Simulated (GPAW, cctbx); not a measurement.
## How far are the atoms of (GaN)3(BP)3 from free atoms?

Question: by how much does bonding change the X-ray structure factors of (GaN)3(BP)3, and what does a routine refinement make of it?

The cell is a (GaN)3(BP)3 superlattice along [001] of the zinc-blende type, started at the mean lattice constant and relaxed freely, with no substrate. All numbers below are calculated.

## Step 1: Relax the structure

The density hangs on the geometry, so cell and atoms are relaxed first, with the symmetry held. The cutoff is set higher than for the density because stress converges slowly with plane waves.

Settings: GPAW 26.7.0, PBE, 900 eV, 7×7×2 k-points (along the axes of the calculation cell), Fermi–Dirac width 0.05 eV, BFGS to 0.03 eV/Å.

```text
cell
1.0
     3.217335854    0.000000000    0.000000000
     0.000000000    3.217335854    0.000000000
     0.000000000    0.000000000   13.650000000
Ga N B P
3 3 3 3
Direct
0.000000000 0.000000000 0.000000000
0.500000000 0.500000000 0.166666667
0.000000000 0.000000000 0.333333333
0.500000000 0.000000000 0.083333333
0.000000000 0.500000000 0.250000000
0.500000000 0.000000000 0.416666667
0.500000000 0.500000000 0.500000000
0.000000000 0.000000000 0.666666667
0.500000000 0.500000000 0.833333333
0.000000000 0.500000000 0.583333333
0.500000000 0.000000000 0.750000000
0.000000000 0.500000000 0.916666667
```

```console
$ OMP_NUM_THREADS=1 mpirun -n 4 gpaw python run.py > gpaw.log
```

```text
BFGS:    0      -70.639571        9.103047
BFGS:    1      -72.247634        2.518212
BFGS:    2      -72.636928        1.391285
BFGS:    3      -72.859562        0.985817
...
BFGS:   17      -73.379848        0.091441
BFGS:   18      -73.380290        0.042284
BFGS:   19      -73.380430        0.027953
cell  3.2488 3.2113 13.8982  90.00 90.00 90.00
volume 144.999 A^3, largest force 0.019 eV/A, largest stress 0.37 GPa
```

After 19 steps the volume has changed by +2.6 % and the energy by -2.741 eV; the largest stress left is 0.37 GPa. It took 20 min on 4 cores of Arm Neoverse V1 (shared host), peak memory 1.9 GiB.

Relaxed structure: Pmm2 (no. 25), a = 3.2113 Å, b = 3.2488 Å, c = 13.8982 Å, α = 90.00°, β = 90.00°, γ = 90.00°.

```csv
atom,mult.,x,y,z
Ga1,1,0,0,0.9851
Ga2,1,1/2,1/2,0.8179
Ga3,1,0,0,0.6514
P1,1,1/2,0,0.4285
P2,1,0,1/2,0.2660
P3,1,1/2,0,0.1048
N1,1,0,1/2,0.9025
N2,1,1/2,0,0.7359
N3,1,0,1/2,0.5684
B1,1,1/2,1/2,0.5089
B2,1,0,0,0.3471
B3,1,1/2,1/2,0.1834
```

## Step 2: Density and charge transfer

X-rays see the whole electron density, so the PAW density is rebuilt with its core regions. Subtracting spherical free atoms from the same code cancels the cores and leaves the deformation density Δρ, the part due to bonding.

Settings: PBE, 550 eV, 8×8×2 k-points (along the axes of the calculation cell), Fermi–Dirac width 0.05 eV; primitive cell of 12 atoms.

```console
$ OMP_NUM_THREADS=1 mpirun -n 4 gpaw python run.py > gpaw.log
```

```text
|iter:   1|       0s |  -77.922974 | -0.05 |       |
|iter:   2|       4s |  -76.528978 | -1.59 | -0.68 |
|iter:   3|       8s |  -73.992057 | -0.48 | -0.72 |
...
|iter:  12|      42s |  -72.379289c| -5.89 | -3.55 |
|iter:  13|      46s |  -72.379284c| -6.67 | -3.93 |
|iter:  14|      50s |  -72.379286c| -7.93c| -4.37c|
```

```text
grid (36, 36, 160)  electrons 174.000  moved by bonding 3.317 e
deformation density beyond 0.5 A of the nuclei: max 0.295, min -0.154 e/A^3
atom        x       y       z   Voronoi charge  moment
Ga1    0.0000  0.0000  0.9851      0.301       0.00
Ga2    0.5000  0.5000  0.8179      0.429       0.00
Ga3    0.0000  0.0000  0.6514      0.413       0.00
P 4    0.5000  0.0000  0.4285      0.141       0.00
P 5    0.0000  0.5000  0.2660      0.172       0.00
P 6    0.5000  0.0000  0.1048     -0.026       0.00
N 7    0.0000  0.5000  0.9026     -0.421       0.00
N 8    0.5000  0.0000  0.7359     -0.439       0.00
N 9    0.0000  0.5000  0.5684     -0.297       0.00
B 10   0.5000  0.5000  0.5089      0.041       0.00
B 11   0.0000  0.0000  0.3471     -0.170       0.00
B 12   0.5000  0.5000  0.1834     -0.142       0.00
mean inner potential of superposed free atoms 17.641 V
total magnetic moment 0.000 muB
```

Deformation density in a plane through the shortest contact of the N atom at the origin, in 0.01 e/Å³ (clipped at ±99); x from -1.6 to 3.4 Å, y from 2.4 down to -2.4 Å:

```text
 -6  -5   0   2  -1  -3  -4  -4  -3  -3  -3  -4  -5  -5  -4  -5
 -7  -8   3   2  -2  -4  -4  -4  -4  -4  -4  -4  -4  -4  -4  -5
 -1   .   .  -4  -8  -5  -4  -4  -4  -4  -3  -3  -4  -4  -4  -4
 -3   .   .  -4  -3  -2  -2  -3  -4  -4  -3  -1  -1  -3  -3  -4
 -8 -12  -1  15  16   7   3   0  -4  -7  -3   3   2  -2  -3  -4
 -5  -4   5  12  13   .   9  11   2  -9   .   6  -2  -4  -4  -4
 -3  -2   2  -2   .   .   .  20  10   .   .   . -10  -6  -4  -4
 -3  -2   2   6  17   .  -1   9   2 -11   .   0   2   3   0  -2
 -3  -2   1   7  11   6   2   0  -4  -9  -5  10  20  14   4   4
 -3  -3  -2   0   1   0  -2  -3  -4  -4  -1   6   6   .   .  14
 -3  -3  -3  -3  -3  -2  -3  -3  -3  -3  -1   1  -1   .   .  13
 -4  -4  -4  -3  -3  -3  -3  -3  -3  -3  -1   5  11  15   0   3
 -4  -4  -4  -4  -4  -3  -3  -3  -3  -3  -2   2   7   7   3   0
```

Atoms in or within 0.15 Å of the plane: N (2.9, -1.5), N (0.0, 0.0), B (1.8, 0.0), B (-1.1, 1.5) Å. Dots mark points within about 0.45 Å of a nucleus; large values next to them are atomic features.

N gains most (-0.39 e) and Ga loses most (+0.38 e), in averages over each element's sites, as electronegativity suggests. Such charges fall far short of formal ones, since overlapping free atoms already put density on their neighbours. Along the shortest contact from the N atom at the map's origin, N–B at 1.81 Å, Δρ is +0.19 e/Å³ at the midpoint and highest, +0.20, 0.80 Å from N (points within 0.5 Å of a nucleus left out): a bond charge, the mark of covalency. At the midpoints of other shortest contacts it is +0.24 (P–B, 1.96 Å), +0.11 (Ga–N, 1.98 Å), +0.15 (Ga–P, 2.31 Å) and -0.01 (P–N, 3.00 Å) e/Å³. Point values carry grid noise of about 0.01 e/Å³. The run needed 14 iterations, 63 s.

## Step 3: Structure factors

The Fourier components of Δρ, added to those of the free atoms, give the static X-ray structure factors; the Mott–Bethe relation turns them into the Fourier components V of the potential that fast electrons feel.

```text
static structure factors of the conventional cell: F in electrons, V (Mott-Bethe) in volts
   h  k  l      d  |F| table  |F| free   |F| DFT   change   |V| free  |V| DFT  change %
   0  0  1 13.8982    34.794    34.801    34.776   -0.024     0.535    0.689     28.7
   0  0  2  6.9491     1.619     1.618     1.646    0.027     0.204    0.163    -20.3
   0  0  3  4.6327    17.855    17.876    17.696   -0.181     0.367    0.484     31.9
   0  0  4  3.4745     1.902     1.906     2.011    0.104     0.218    0.177    -18.9
   0  1  0  3.2488    29.555    29.627    29.485   -0.143     1.459    1.507      3.3
   1  0  0  3.2113    17.141    17.108    17.147    0.040     0.291    0.278     -4.4
   0  1  1  3.1635     0.508     0.509     0.495   -0.014     0.038    0.054     42.3
   1  0  1  3.1289     0.638     0.639     0.636   -0.003     0.076    0.078      2.5
   0  1  2  2.9431    58.490    58.573    58.144   -0.429     2.900    3.021      4.2
   1  0  2  2.9151    35.172    35.122    34.813   -0.309     0.718    0.797     11.0
   0  0  5  2.7796    42.001    42.050    41.342   -0.708     1.356    1.530     12.8
   0  1  3  2.6599    79.240    79.198    80.565    1.367     5.767    5.388     -6.6
   1  0  3  2.6392   107.398   107.410   108.573    1.163     7.378    7.110     -3.6
   0  1  4  2.3730    57.523    57.456    56.957   -0.498     3.042    3.133      3.0
```

The largest X-ray change is +1.37 e on 013, 1.7 % of |F|. For electrons V goes as (Z − F)/g², so a change of F counts against Z − F, which is small at low angle and wherever the atoms' terms cancel: |V| of 003 moves by +31.9 % (0.37 to 0.48 V) against -1.0 % in |F|. The last three rows still change by up to 1.37 e; the table stops while the angles are still low. The tabulated Hartree–Fock atoms differ from the free DFT atoms by up to 0.08 e, so the choice of reference atom matters too.

## Step 4: What a spherical-atom refinement makes of it

Routine crystallography fits spherical atoms. To see the bias, intensities are simulated from tabulated atoms plus the DFT change ΔF, so that bonding alone can misfit (4906 reflections of the full sphere, merged to the counts below, to 0.5 Å, 0.5 % proportional noise plus counting noise, assumed isotropic U as listed, Δρ smeared by the mean U) and refined with cctbx over different ranges.

| range | data | R1 | GooF | U Ga1 (true 0.0062) | U Ga2 (true 0.0062) | U Ga3 (true 0.0062) | U P1 (true 0.0078) | largest shift (Å) | Δρ max, min (e/Å³) |
| --- | --- | --- | --- | --- | --- | --- | --- | --- | --- |
| all data | 1522 | 0.0089 | 1.13 | 0.0062 | 0.0062 | 0.0062 | 0.0078 | 0.0025 | 0.34, -0.27 |
| low resolution, d > 0.84 | 362 | 0.0080 | 1.62 | 0.0060 | 0.0059 | 0.0059 | 0.0078 | 0.0031 | 0.26, -0.20 |
| high order, d < 0.75 | 1019 | 0.0099 | 0.92 | 0.0063 | 0.0062 | 0.0062 | 0.0078 | 0.0018 | 0.18, -0.20 |
| occupancies free, d > 0.7 | 605 | 0.0077 | 1.36 | 0.0062 | 0.0062 | 0.0060 | 0.0076 | 0.0031 | 0.29, -0.22 |

With all data GooF is 1.13, diluted by the many high-angle data; the misfit shows at low resolution; the top residual peak lies 0.78 Å from N and 1.23 Å from Ga. No U is off by more than 3 s.u. at low resolution. With Ga1 held at 1 and the scale free, the other occupancies refine to Ga2 0.999(0.002), Ga3 0.998(0.004), P1 0.992(0.005) and P2 0.998(0.004), within three s.u. of full.

## Step 5: Answer

Bonding moves 3.32 e in the primitive cell of (GaN)3(BP)3 and changes the structure factors of the conventional cell in the table above by at most 1.37 e (013, 1.7 %). The shortest bond, N–B, has Δρ = +0.19 e/Å³ at its midpoint, a covalent bond charge. With all data GooF is 1.13, diluted by the many high-angle data. Limits: static density, frozen cores, no spin–orbit coupling.

[Outputs are excerpts: Python notices, other lines and further rows are left out; steps that failed or that the build refused (PBEsol, TPSS) are not shown.]

[Logs are printed without paths, hosts, clocks, repeated set-up lines and the standing remarks that a program may print on its own settings, such as how far it seeks lower states.]
